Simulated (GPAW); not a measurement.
Two runs for the Ru L₃ edge of atom 1 in Ru (Ruthenium, P6_3/mmc). Run A: GPAW, PBE, excited-electron core hole (neutral cell), 16-atom cell with 6.3 Å between holes, 3×3×3 k points, dipole transitions, Gaussian full width 2 eV up to 4 eV, rising linearly to 3.5 eV at 25 eV. Run B differs in one choice.

Energy from the lowest empty level; intensity scaled to a mean of 1 over the first 20 eV:

```tsv
E (eV)	A	B
-2.00	0.03	0.03
-1.25	0.30	0.25
-0.50	1.29	1.09
0.25	3.00	2.65
1.00	3.91	3.73
1.75	2.96	3.16
2.50	1.54	1.79
3.25	0.80	0.91
4.00	0.57	0.59
4.75	0.52	0.50
5.50	0.52	0.49
6.25	0.50	0.49
7.00	0.43	0.48
7.75	0.33	0.42
8.50	0.29	0.32
9.25	0.38	0.26
10.00	0.60	0.32
10.75	0.82	0.50
11.50	0.94	0.73
12.25	0.92	0.92
13.00	0.84	0.98
13.75	0.81	0.94
14.50	0.87	0.92
15.25	0.95	0.94
16.00	0.97	0.98
16.75	0.93	0.97
17.50	0.86	0.92
18.25	0.78	0.86
19.00	0.70	0.81
19.75	0.62	0.75
20.50	0.55	0.67
21.25	0.52	0.59
22.00	0.52	0.53
22.75	0.54	0.51
23.50	0.56	0.51
24.25	0.58	0.53
25.00	0.61	0.56
25.75	0.64	0.58
26.50	0.68	0.60
27.25	0.71	0.63
28.00	0.75	0.66
28.75	0.77	0.70
29.50	0.77	0.72
30.25	0.75	0.75
31.00	0.70	0.76
31.75	0.63	0.74
```

Question: What was changed?
a) the volume of the cell
b) the k mesh of the field
c) the broadening
d) the k mesh of the spectrum

(a): run B changes the volume scale from 1 to 0.91. Against the first run the r.m.s. difference is 11 %. The highest intensity below 24 eV goes from 1.0 eV (3.91) to 1.2 eV (3.74). Other settings could leave a like mark; this is the one that was changed.

[Banner, clock and machine lines of the logs are left out without a mark of their own.]

[Logs are printed without paths, hosts, clocks, repeated set-up lines and the standing remarks that a program may print on its own settings, such as how far it seeks lower states.]

[Hosts, paths, dates, database ids (printed as entryN), source tags and the programs' standing remarks are cut or masked in the printed files.]

[Lists of maxima count a maximum above −3 eV only where it reaches 4 % of the highest in the window and stands out from its surroundings by 2 % of it (1.5 % where it reaches 55 %); shoulders and weaker maxima are passed over, and of the rest the first, up to two pre-edge ones and the few strongest are named.]
